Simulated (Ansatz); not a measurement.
**ScMo: relaxing a made-up structure**

Starting from a made-up structure for ScMo, the aim is the relaxed cell, its shortest contacts and, where a second run follows, its electronic structure.

Program: Ansatz 0.2.0. Level of theory: DFT, PBEsol, plane-wave PAW, files of the set soft_1, scalar-relativistic, no spin, cell and ions relaxed at zero pressure; PAW set soft_1. Results are calculated unless marked as measured.

## Step 1: Set-up

The structure is hexagonal, space group P-6m2 (No. 187). Conventional cell: a = 3.076 Å, b = 3.076 Å, c = 4.911 Å, α = 90.00°, β = 90.00°, γ = 120.00°. Nearest to Mo lie 6 Sc at 3.03 Å and 6 Mo at 3.08 Å. Sc has 6 Mo at 3.03 Å and 6 Sc at 3.08 Å nearest. Farther neighbours are not listed.

## Step 2: Relaxation of the guess

The guessed cell has no reason to be at equilibrium. It is relaxed with the atoms, within the space group of the guess.

Input file input.yaml:

```yaml
crystal:
  lattice:
    - [3.076, 0.0, 0.0]
    - [-1.538, 2.663894142, 0.0]
    - [0.0, 0.0, 4.911]
  atoms:
    - { symbol: Mo, position: [0.666666667, 0.333333333, 0.5] }
    - { symbol: Sc, position: [0.0, 0.0, 0.0] }
kpoints:
  mp_grid: { grid: [10, 10, 6] }
scf:
  occupations: { method: fermi_dirac, width: 0.05 }
hamiltonian:
  xc: pbesol
  pseudopotentials: { kind: paw, azcp: { folder: soft_1 }, xc_functional: pbe }
relax:
  f_tol: 0.015
  max_steps: 70
  cell: {}
output:
  forces: true
  stress: true
```

On the command line:

```console
ansatz run input.yaml --threads 4 --pin off --max-ram 8192MiB --backend cpu --events-out ev --progress --plain --runs-dir out
```

Numbers of over 12 decimals in the logs are rounded to 6 here.

Output:

```text
Engine: ansatz 0.2.0, aarch64-unknown-linux-gnu
Pseudopotentials: kind: paw
Pseudopotential: Mo, paw, valence charge 14, recommended cutoff 420 eV (normal), soft_1/Mo.paw.azcp
Pseudopotential: Sc, paw, valence charge 11, recommended cutoff 420 eV (normal), soft_1/Sc.paw.azcp
Functional definition: PBEsol
  exchange = pbesol_x
  correlation = pbesol_c
Crystal: 2 atoms, lattice volume = 40.241 Å³
Basis set: ecut = 420 eV, 773 PW (Γ), exchange–correlation on 48×48×72 points (8 copies of the dense FFT grid, shifted against one another)
Bands: 17, of which v1, the nominal top of the filled ones, is band 13 counted from 1 (12 counted from 0)
Symmetry: 12 space group operations
Space group: P-6m2 (ITA 187), of the structure as read, at distance tolerance 3.4e-5 Å
k-points: 56 of 600 (time reversal used)
Non-local potential: Mo, projectors of the file, l = 0: 3, l = 1: 2, l = 2: 2, l = 3: 1
Non-local potential: Sc, projectors of the file, l = 0: 3, l = 1: 2, l = 2: 3, l = 3: 1
PAW form: soft (Blöchl's): semilocal exchange-correlation on the pseudo side does not see the compensation charge
PAW frozen core: Mo, regenerated for the run's functional, and the local potential with it (the file was generated under x = pbe(κ = 0.804, μ = 0.219515), c = pbe(β = 0.066725))
PAW frozen core: Sc, regenerated for the run's functional, and the local potential with it (the file was generated under x = pbe(κ = 0.804, μ = 0.219515), c = pbe(β = 0.066725))
PAW one-centre angular grid: Mo, 590 points (default); XC on 64 Gauss nodes
PAW one-centre angular grid: Sc, 590 points (default); XC on 64 Gauss nodes
Initial density: superposition of atomic densities (chi_scale 0.1, normalization cell, long waves kept (reshape's long-wave potential 0.00 eV rms))
Initial wavefunctions: pseudopotential atomic-orbital guess
Functional: x = pbesol(κ = 0.804, μ = 0.123457), c = pbesol(β = 0.046)
SCF iter   1: F=—  HF=-7016.405315 eV  |F-HF|=—  |Δ(HF+E_count)|=         —  Δρ=2.77e-1  dr2=1.02e2  ethr=3.10e-3  ⟨swp⟩=4.4  Hψ=3940  notcnv=0
preconditioner: auto → none  [metal: Δε(μ)=0.048 eV  Ē_g=3.477 eV  σ=0.050 eV  W_gap=0.24  n_scr=8 (ndim 8)  ℏωp=17.6 eV  f_vac=0.000  D(μ)=2.80/eV (n_scr^D=34)  sad-step TF]
SCF iter   2: F=—  HF=-7013.364073 eV  |F-HF|=—  |Δ(HF+E_count)|=    3.04e0  Δρ=2.54e-1  dr2=7.89e1  ethr=3.10e-3  ⟨swp⟩=2.3  Hψ=2214  notcnv=0
SCF iter   3: F=—  HF=-7007.940168 eV  |F-HF|=—  |Δ(HF+E_count)|=    5.42e0  Δρ=3.23e-2  dr2=2.04e-1  ethr=3.10e-3  ⟨swp⟩=3.8  Hψ=3670  notcnv=0
SCF iter   4: F=—  HF=-7007.943306 eV  |F-HF|=—  |Δ(HF+E_count)|=   3.14e-3  Δρ=6.97e-3  dr2=2.68e-2  ethr=8.16e-4  ⟨swp⟩=2.2  Hψ=1907  notcnv=0
SCF iter   5: F=—  HF=-7007.947328 eV  |F-HF|=—  |Δ(HF+E_count)|=   4.02e-3  Δρ=6.42e-3  dr2=6.20e-2  ethr=1.07e-4  ⟨swp⟩=2.2  Hψ=1487  notcnv=0
SCF iter   6: F=—  HF=-7007.943047 eV  |F-HF|=—  |Δ(HF+E_count)|=   4.28e-3  Δρ=3.09e-3  dr2=1.33e-2  ethr=1.07e-4  ⟨swp⟩=1.0  Hψ=1065  notcnv=0
SCF iter   7: F=—  HF=-7007.942070 eV  |F-HF|=—  |Δ(HF+E_count)|=   9.78e-4  Δρ=1.41e-3  dr2=2.38e-3  ethr=5.31e-5  ⟨swp⟩=1.0  Hψ=961  notcnv=0
SCF iter   8: F=—  HF=-7007.941853 eV  |F-HF|=—  |Δ(HF+E_count)|=   2.17e-4  Δρ=3.65e-4  dr2=1.29e-4  ethr=9.53e-6  ⟨swp⟩=1.1  Hψ=972  notcnv=0
SCF iter   9: F=—  HF=-7007.941835 eV  |F-HF|=—  |Δ(HF+E_count)|=   1.78e-5  Δρ=2.94e-5  dr2=9.11e-7  ethr=5.18e-7  ⟨swp⟩=1.8  Hψ=1109  notcnv=0
SCF iter  10: F=—  HF=-7007.941842 eV  |F-HF|=—  |Δ(HF+E_count)|=   6.26e-6  Δρ=2.76e-6  dr2=2.70e-9  ethr=4.00e-10  ⟨swp⟩=4.0  Hψ=2935  notcnv=0
SCF iter  11: F=-7007.941842 eV  HF=-7007.941842 eV  |F-HF|=1.46e-11  |Δ(HF+E_count)|=  7.97e-10  Δρ=3.15e-7  dr2=2.17e-11  ethr=1.08e-11  ⟨swp⟩=1.0  Hψ=2796  notcnv=0
SCF 1 converged in 11 iterations: F = -7007.941842 eV  dr2 = 2.17e-11
  greatest PAW one-centre occupation: 0.999 electrons in one spin orbital (limit 2), on the Mo atom at site 0 (counted from 0), in its partial waves of l = 0
relax step   1: F+E_penalty+E_count = -7007.94184165 eV  Δ(F+E_penalty+E_count) = +0.000e0 eV  max|allowed force component| = 7.401e-17 eV/Å  Δτ_max = 0.0000 Å  P = -12.446 GPa  Ω = 40.241 Å³  (11 SCF iters, dr2 threshold 1.00e-7 eV, accepted)
Crystal: 2 atoms, lattice volume = 34.986 Å³
Basis set: ecut = 420 eV, 687 PW (Γ), exchange–correlation on 48×48×72 points (8 copies of the dense FFT grid, shifted against one another)
Initial density: handed on by an earlier stage of this run
Initial wavefunctions: those handed on with the density
SCF iter   1: F=—  HF=-7008.278366 eV  |F-HF|=—  |Δ(HF+E_count)|=         —  Δρ=3.76e-2  dr2=1.80e0  ethr=3.10e-3  ⟨swp⟩=6.2  Hψ=4773  notcnv=0
preconditioner: auto → none  [metal: Δε(μ)=0.024 eV  Ē_g=3.769 eV  σ=0.050 eV  W_gap=0.12  n_scr=8 (ndim 8)  ℏωp=18.8 eV  f_vac=0.000  D(μ)=2.99/eV (n_scr^D=34)]
SCF iter   2: F=—  HF=-7008.144181 eV  |F-HF|=—  |Δ(HF+E_count)|=   1.34e-1  Δρ=1.12e-2  dr2=5.21e-2  ethr=3.10e-3  ⟨swp⟩=1.6  Hψ=1454  notcnv=0
SCF iter   3: F=—  HF=-7008.131705 eV  |F-HF|=—  |Δ(HF+E_count)|=   1.25e-2  Δρ=5.97e-3  dr2=2.90e-2  ethr=2.08e-4  ⟨swp⟩=2.5  Hψ=1509  notcnv=0
SCF iter   4: F=—  HF=-7008.128861 eV  |F-HF|=—  |Δ(HF+E_count)|=   2.84e-3  Δρ=9.52e-4  dr2=1.92e-4  ethr=1.16e-4  ⟨swp⟩=2.0  Hψ=1244  notcnv=0
SCF iter   5: F=—  HF=-7008.128851 eV  |F-HF|=—  |Δ(HF+E_count)|=   9.78e-6  Δρ=1.41e-4  dr2=3.26e-6  ethr=7.69e-7  ⟨swp⟩=2.2  Hψ=1521  notcnv=0
SCF iter   6: F=-7008.128851 eV  HF=-7008.128851 eV  |F-HF|=6.93e-8  |Δ(HF+E_count)|=   1.12e-7  Δρ=2.63e-5  dr2=1.47e-7  ethr=8.00e-10  ⟨swp⟩=4.0  Hψ=3310  notcnv=0
SCF 2 converged in 6 iterations: F = -7008.128851 eV  dr2 = 1.47e-7
relax step   2: F+E_penalty+E_count = -7008.12885119 eV  Δ(F+E_penalty+E_count) = -1.870e-1 eV  max|allowed force component| = 1.203e-16 eV/Å  Δτ_max = 0.0000 Å  P = +3.128 GPa  Ω = 34.986 Å³  energy of the carried Pulay correction = +2.956e-4 eV  (6 SCF iters, dr2 threshold 2.00e-7 eV, accepted)
Crystal: 2 atoms, lattice volume = 35.862 Å³
Basis set: ecut = 420 eV, 701 PW (Γ), exchange–correlation on 48×48×72 points (8 copies of the dense FFT grid, shifted against one another)
iter 1 solved again at ethr=1.39e-4 eV; its pass at ethr=3.10e-3 eV (dr2=3.48e-2 eV) is discarded
SCF iter   1: F=—  HF=-7008.143243 eV  |F-HF|=—  |Δ(HF+E_count)|=         —  Δρ=5.34e-3  dr2=3.62e-2  ethr=1.39e-4  ⟨swp⟩=1.0  Hψ=5787  notcnv=0
preconditioner: auto → none  [metal: Δε(μ)=0.012 eV  Ē_g=3.786 eV  σ=0.050 eV  W_gap=0.06  n_scr=8 (ndim 8)  ℏωp=18.6 eV  f_vac=0.000  D(μ)=3.18/eV (n_scr^D=36)]
SCF iter   2: F=—  HF=-7008.140526 eV  |F-HF|=—  |Δ(HF+E_count)|=   2.72e-3  Δρ=1.69e-3  dr2=1.23e-3  ethr=1.39e-4  ⟨swp⟩=1.1  Hψ=955  notcnv=0
SCF iter   3: F=—  HF=-7008.140239 eV  |F-HF|=—  |Δ(HF+E_count)|=   2.87e-4  Δρ=8.92e-4  dr2=7.15e-4  ethr=4.93e-6  ⟨swp⟩=2.6  Hψ=1418  notcnv=0
SCF iter   4: F=—  HF=-7008.140174 eV  |F-HF|=—  |Δ(HF+E_count)|=   6.53e-5  Δρ=1.35e-4  dr2=3.53e-6  ethr=2.86e-6  ⟨swp⟩=1.4  Hψ=989  notcnv=0
SCF iter   5: F=—  HF=-7008.140186 eV  |F-HF|=—  |Δ(HF+E_count)|=   1.22e-5  Δρ=2.31e-5  dr2=2.42e-7  ethr=1.41e-8  ⟨swp⟩=2.1  Hψ=1510  notcnv=0
SCF iter   6: F=-7008.140186 eV  HF=-7008.140186 eV  |F-HF|=1.88e-9  |Δ(HF+E_count)|=   2.53e-8  Δρ=4.42e-6  dr2=4.00e-9  ethr=8.00e-10  ⟨swp⟩=3.3  Hψ=2623  notcnv=0
SCF 3 converged in 6 iterations: F = -7008.140186 eV  dr2 = 4.00e-9
relax step   3: F+E_penalty+E_count = -7008.14018621 eV  Δ(F+E_penalty+E_count) = -1.134e-2 eV  max|allowed force component| = 0.000e0 eV/Å  Δτ_max = 0.0000 Å  P = -0.387 GPa  Ω = 35.862 Å³  energy of the carried Pulay correction = +2.435e-4 eV  (6 SCF iters, dr2 threshold 2.00e-7 eV, accepted)
Crystal: 2 atoms, lattice volume = 35.794 Å³
iter 1 solved again at ethr=2.03e-5 eV; its pass at ethr=3.10e-3 eV (dr2=5.07e-3 eV) is discarded
SCF iter   1: F=—  HF=-7008.142238 eV  |F-HF|=—  |Δ(HF+E_count)|=         —  Δρ=2.04e-3  dr2=4.90e-3  ethr=2.03e-5  ⟨swp⟩=1.0  Hψ=5776  notcnv=0
preconditioner: auto → none  [metal: Δε(μ)=0.014 eV  Ē_g=3.772 eV  σ=0.050 eV  W_gap=0.07  n_scr=8 (ndim 8)  ℏωp=18.6 eV  f_vac=0.000  D(μ)=3.27/eV (n_scr^D=36)]
SCF iter   2: F=—  HF=-7008.141854 eV  |F-HF|=—  |Δ(HF+E_count)|=   3.84e-4  Δρ=6.58e-4  dr2=1.41e-4  ethr=1.96e-5  ⟨swp⟩=1.0  Hψ=954  notcnv=0
SCF iter   3: F=—  HF=-7008.141827 eV  |F-HF|=—  |Δ(HF+E_count)|=   2.74e-5  Δρ=3.44e-4  dr2=9.32e-5  ethr=5.63e-7  ⟨swp⟩=2.5  Hψ=1428  notcnv=0
SCF iter   4: F=—  HF=-7008.141819 eV  |F-HF|=—  |Δ(HF+E_count)|=   8.24e-6  Δρ=5.70e-5  dr2=8.73e-7  ethr=3.73e-7  ⟨swp⟩=1.2  Hψ=963  notcnv=0
iter 5 did not close the SCF: its close was put off for the readings that it lacked (scf_convergence_deferred on its scf_iter line)
SCF iter   5: F=-7008.141819 eV  HF=-7008.141819 eV  |F-HF|=3.27e-8  |Δ(HF+E_count)|=   2.26e-7  Δρ=1.00e-5  dr2=4.69e-8  ethr=3.49e-9  ⟨swp⟩=1.8  Hψ=1173  notcnv=0
SCF iter   6: F=-7008.141819 eV  HF=-7008.141819 eV  |F-HF|=4.46e-10  |Δ(HF+E_count)|=   3.12e-9  Δρ=1.62e-6  dr2=6.77e-10  ethr=1.88e-10  ⟨swp⟩=2.0  Hψ=2845  notcnv=0
SCF 4 converged in 6 iterations: F = -7008.141819 eV  dr2 = 6.77e-10
relax step   4: F+E_penalty+E_count = -7008.14181860 eV  Δ(F+E_penalty+E_count) = -1.632e-3 eV  max|allowed force component| = 1.295e-16 eV/Å  Δτ_max = 0.0000 Å  P = -0.210 GPa  Ω = 35.794 Å³  energy of the carried Pulay correction = +2.477e-4 eV  (6 SCF iters, dr2 threshold 2.00e-7 eV, accepted)
Crystal: 2 atoms, lattice volume = 35.728 Å³
iter 1 solved again at ethr=9.10e-6 eV; its pass at ethr=3.10e-3 eV (dr2=2.27e-3 eV) is discarded
SCF iter   1: F=—  HF=-7008.142255 eV  |F-HF|=—  |Δ(HF+E_count)|=         —  Δρ=1.31e-3  dr2=2.16e-3  ethr=9.10e-6  ⟨swp⟩=2.2  Hψ=5769  notcnv=0
preconditioner: auto → none  [metal: Δε(μ)=0.002 eV  Ē_g=3.781 eV  σ=0.050 eV  W_gap=0.01  n_scr=8 (ndim 8)  ℏωp=18.6 eV  f_vac=0.000  D(μ)=3.22/eV (n_scr^D=36)]
SCF iter   2: F=—  HF=-7008.142095 eV  |F-HF|=—  |Δ(HF+E_count)|=   1.60e-4  Δρ=4.14e-4  dr2=6.00e-5  ethr=8.64e-6  ⟨swp⟩=1.0  Hψ=954  notcnv=0
SCF iter   3: F=—  HF=-7008.142088 eV  |F-HF|=—  |Δ(HF+E_count)|=   6.73e-6  Δρ=2.32e-4  dr2=4.89e-5  ethr=2.40e-7  ⟨swp⟩=2.1  Hψ=1356  notcnv=0
SCF iter   4: F=—  HF=-7008.142084 eV  |F-HF|=—  |Δ(HF+E_count)|=   4.15e-6  Δρ=3.82e-5  dr2=3.71e-7  ethr=1.96e-7  ⟨swp⟩=1.2  Hψ=963  notcnv=0
iter 5 did not close the SCF: its close was put off for the readings that it lacked (scf_convergence_deferred on its scf_iter line)
SCF iter   5: F=-7008.142084 eV  HF=-7008.142084 eV  |F-HF|=1.40e-8  |Δ(HF+E_count)|=   1.06e-7  Δρ=6.53e-6  dr2=1.99e-8  ethr=1.48e-9  ⟨swp⟩=2.2  Hψ=1326  notcnv=0
SCF iter   6: F=-7008.142084 eV  HF=-7008.142084 eV  |F-HF|=2.24e-10  |Δ(HF+E_count)|=   1.22e-9  Δρ=1.17e-6  dr2=3.50e-10  ethr=7.95e-11  ⟨swp⟩=1.8  Hψ=2813  notcnv=0
SCF 5 converged in 6 iterations: F = -7008.142084 eV  dr2 = 3.50e-10
relax step   5: F+E_penalty+E_count = -7008.14208409 eV  Δ(F+E_penalty+E_count) = -2.655e-4 eV  max|allowed force component| = 7.401e-17 eV/Å  Δτ_max = 0.0000 Å  P = -0.001 GPa  Ω = 35.728 Å³  energy of the carried Pulay correction = +2.516e-4 eV  (6 SCF iters, dr2 threshold 2.00e-7 eV, accepted)
Basis set: ecut = 420 eV, 701 PW (Γ), exchange–correlation on 40×40×72 points (8 copies of the dense FFT grid, shifted against one another)
Initial wavefunctions: pseudopotential atomic-orbital guess (no wavefunctions were taken with the density)
iter 1 solved again at ethr=2.60e-8 eV; its pass at ethr=3.10e-3 eV (dr2=6.49e-6 eV) is discarded
SCF iter   1: F=—  HF=-7008.141779 eV  |F-HF|=—  |Δ(HF+E_count)|=         —  Δρ=9.67e-5  dr2=4.75e-7  ethr=2.60e-8  ⟨swp⟩=3.0  Hψ=6714  notcnv=0
preconditioner: auto → none  [metal: Δε(μ)=0.006 eV  Ē_g=3.785 eV  σ=0.050 eV  W_gap=0.03  n_scr=8 (ndim 8)  ℏωp=18.6 eV  f_vac=0.000  D(μ)=3.22/eV (n_scr^D=36)]
SCF iter   2: F=—  HF=-7008.141786 eV  |F-HF|=—  |Δ(HF+E_count)|=   7.01e-6  Δρ=4.63e-5  dr2=9.94e-8  ethr=1.90e-9  ⟨swp⟩=2.6  Hψ=1372  notcnv=0
SCF iter   3: F=—  HF=-7008.141786 eV  |F-HF|=—  |Δ(HF+E_count)|=   1.26e-7  Δρ=3.84e-6  dr2=3.18e-9  ethr=3.98e-10  ⟨swp⟩=2.0  Hψ=1625  notcnv=0
SCF iter   4: F=—  HF=-7008.141786 eV  |F-HF|=—  |Δ(HF+E_count)|=  2.36e-10  Δρ=1.19e-6  dr2=4.46e-10  ethr=1.27e-11  ⟨swp⟩=2.0  Hψ=1597  notcnv=0
SCF iter   5: F=—  HF=-7008.141786 eV  |F-HF|=—  |Δ(HF+E_count)|=  4.82e-11  Δρ=3.15e-7  dr2=1.18e-10  ethr=1.78e-12  ⟨swp⟩=1.5  Hψ=1029  notcnv=0
SCF iter   6: F=-7008.141786 eV  HF=-7008.141786 eV  |F-HF|=4.55e-12  |Δ(HF+E_count)|=  1.73e-11  Δρ=6.83e-8  dr2=4.64e-12  ethr=1.00e-12  ⟨swp⟩=4.0  Hψ=3779  notcnv=0
SCF 6 converged in 6 iterations: F = -7008.141786 eV  dr2 = 4.64e-12
relax step   6: F+E_penalty+E_count = -7008.14178639 eV  Δ(F+E_penalty+E_count) = +2.977e-4 eV  max|allowed force component| = 7.401e-17 eV/Å  Δτ_max = 0.0000 Å  P = +0.000 GPa  Ω = 35.728 Å³  stress off target by 6.02e-3 GPa  SCF on the basis re-selected at this cell (its energy is not comparable with the rows above)  (6 SCF iters)
basis re-selected at this cell: Δ(F+E_penalty+E_count) = +2.977e-4 eV, ΔP = +0.002 GPa vs the last step (what re-selecting the basis moved, of the pressure what is left beyond the Pulay correction that the steps carried, after the strain that the cell walked since its last selection, with what the two solves' SCF thresholds leave and, on support functions, any second-order correction that the steps lacked; it is no measure of the basis error at this ecutwfc). The dense FFT grid was sized anew with the basis: this SCF ran on 20×20×36 points, the steps before it on 24×24×36, so part of this shift can come from that change (see relax.cell in the input reference). [rest of the remark cut]
SCF converged after 6 iterations
Free energy (F): -7008.141786 eV
Harris-Foulkes:  -7008.141786 eV  (|F-HF|=4.55e-12)
Internal energy: -7008.116833 eV  (E = F + TS)
E sigma→0 (E₀):  -7008.129310 eV
Entropy (-TS):   -0.024954 eV (-12.477 meV/atom)
Fermi energy:    15.430814 eV
--- Per-component energies (eV) ---
  E_band       = -221.475090
  E_kinetic    = 630.926828
  E_local      = -1618.081370  (includes V_loc(G=0)·N_el)
  E_nonlocal   = 295.321651
  E_hartree    = 564.204597
  E_xc         = -260.103217
  E_vxc        = -324.066077  (∫ρ·V_xc dr)
  E_paw        = -4121.704739  (= ΣΔE_a)
  E_vpaw       = -333.985384  (= ΣTr[D̂ρ^β])
  E_aug_tail   = 0.000088  (compensation charges beyond the density's cutoff)
  E_ewald      = -2499.018995
  E_core_change = 0.338325  (= ΣΔE_core)
  E_smearing   = -0.024954  (= −TS)
  E_closure    = 0.000000  (closes the sum)
  Σ components = -7008.141786   (vs F -7008.141786, Δ=0.00e0)
--- Forces (eV/Å), atoms counted from 1 ---
  atom   1  Mo     0.00000000    -0.00000000     0.00000000
  atom   2  Sc     0.00000000     0.00000000     0.00000000
  max |Σ_I F_I| component: 0.00e0 eV/Å
--- Stress (GPa, compression-positive) ---
       -0.002279       0.000000       0.000000
       -0.000000      -0.002279       0.000000
        0.000000       0.000000       0.006021
  P = ⅓ Tr σ = 0.0005 GPa (0.005 kbar)
--- Relaxed structure (5 steps of the walk, 5 accepted, 1 SCFs on fresh bases) ---
  F+E_penalty+E_count = -7008.14178639 eV   max|allowed force component| = 7.401e-17 eV/Å   (the final SCF, on the basis selected at the relaxed cell)
  cell:  # Å, volume = 35.7277 Å³
    - [2.920552, 0, 0.0]
    - [-1.460276, 2.529272, 0.0]
    - [0.0, 0.0, 4.836656]
  atoms:
    - { symbol: Mo, position: [0.666667, 0.333333, 0.5] }
    - { symbol: Sc, position: [-2.7755575615628914e-17, 1.8503717085702407e-17, 0.0] }
```

It took 4.5 s on 4 threads of Arm Neoverse V2, shared host; peak memory 0.38 GiB; 16 s of CPU time.

The steps of the relaxation:

```
step  energy less that of the first step (eV)  largest force component (eV/Å)  pressure (GPa)  volume (Å³)
   1                                   0.0000                          0.0000          -12.45        40.24
   2                                  -0.1870                          0.0000            3.13        34.99
   3                                  -0.1983                          0.0000           -0.39        35.86
   4                                  -0.2000                          0.0000           -0.21        35.79
   5                                  -0.2002                          0.0000            0.00        35.73
  6*                                  -0.1999                          0.0000            0.00        35.73
```

Relaxation steps marked * repeat the geometry before them on a plane-wave basis chosen anew for their cell, so energy and pressure can jump there.

The run keeps the 12 symmetry operations that it works with, so distortions that break them were not tested.

```
conventional cell, symmetrised  before  after   change
                         a (Å)   3.076  2.921   -5.1 %
                         b (Å)   3.076  2.921   -5.1 %
                         c (Å)   4.911  4.837   -1.5 %
              volume (Å³/atom)   20.12  17.86  -11.2 %
```

Final coordinates:

```
Mo Sc
1.0
     2.92055    0.00000    0.00000
    -1.46028    2.52927    0.00000
     0.00000    0.00000    4.83666
Mo Sc
1 1
Direct
  0.66667 0.33333 0.50000
  0.00000 0.00000 0.00000
```

Numbers from this step:

| Quantity | Value |
| --- | --- |
| free energy | -7008.1418 eV |
| energy at zero smearing | -7008.1293 eV |
| smearing term TS | 0.02495 eV |
| Fermi energy | 15.43 eV |
| electrons | 25 |
| symmetry operations | 12 |
| pressure | 4.88e-4 GPa |

Shortest distances by pair of elements, guess and relaxed (not always the same contact):

```
 pair  guess (Å)  relaxed (Å)
Mo–Mo      3.076        2.921
Sc–Sc      3.076        2.921
Mo–Sc      3.030        2.948
```

The relaxation ends with a pressure of 0.00 GPa.

## Step 3: Results

| Property | Result |
| --- | --- |
| space group, relaxed | P-6m2 |
| conventional cell | a = 2.921, b = 2.921, c = 4.837 Å; α = 90.0°, β = 90.0°, γ = 120.0° |
| volume per atom | 17.86 Å³ (guess 20.12) |

In words: ScMo relaxes to P-6m2 with a = 2.921, b = 2.921 and c = 4.837 Å. The guessed volume was 13 % too large. The space group P-6m2 was held in the relaxation, so the end point is a stationary structure within it and may be a saddle against distortions or other arrangements. Mesh and cutoff weren't tested. No dispersion term is used, so weakly bound directions may come out too long. The runs have no spin, and magnetism wasn't tested. Nothing here tests whether the compound is stable against decomposition.

[Logs are printed without paths, hosts, clocks, repeated set-up lines and the standing remarks that a program may print on its own settings, such as how far it seeks lower states.]

[Hosts, paths, dates, database ids (printed as entryN), source tags and the programs' standing remarks are cut or masked in the printed files.]
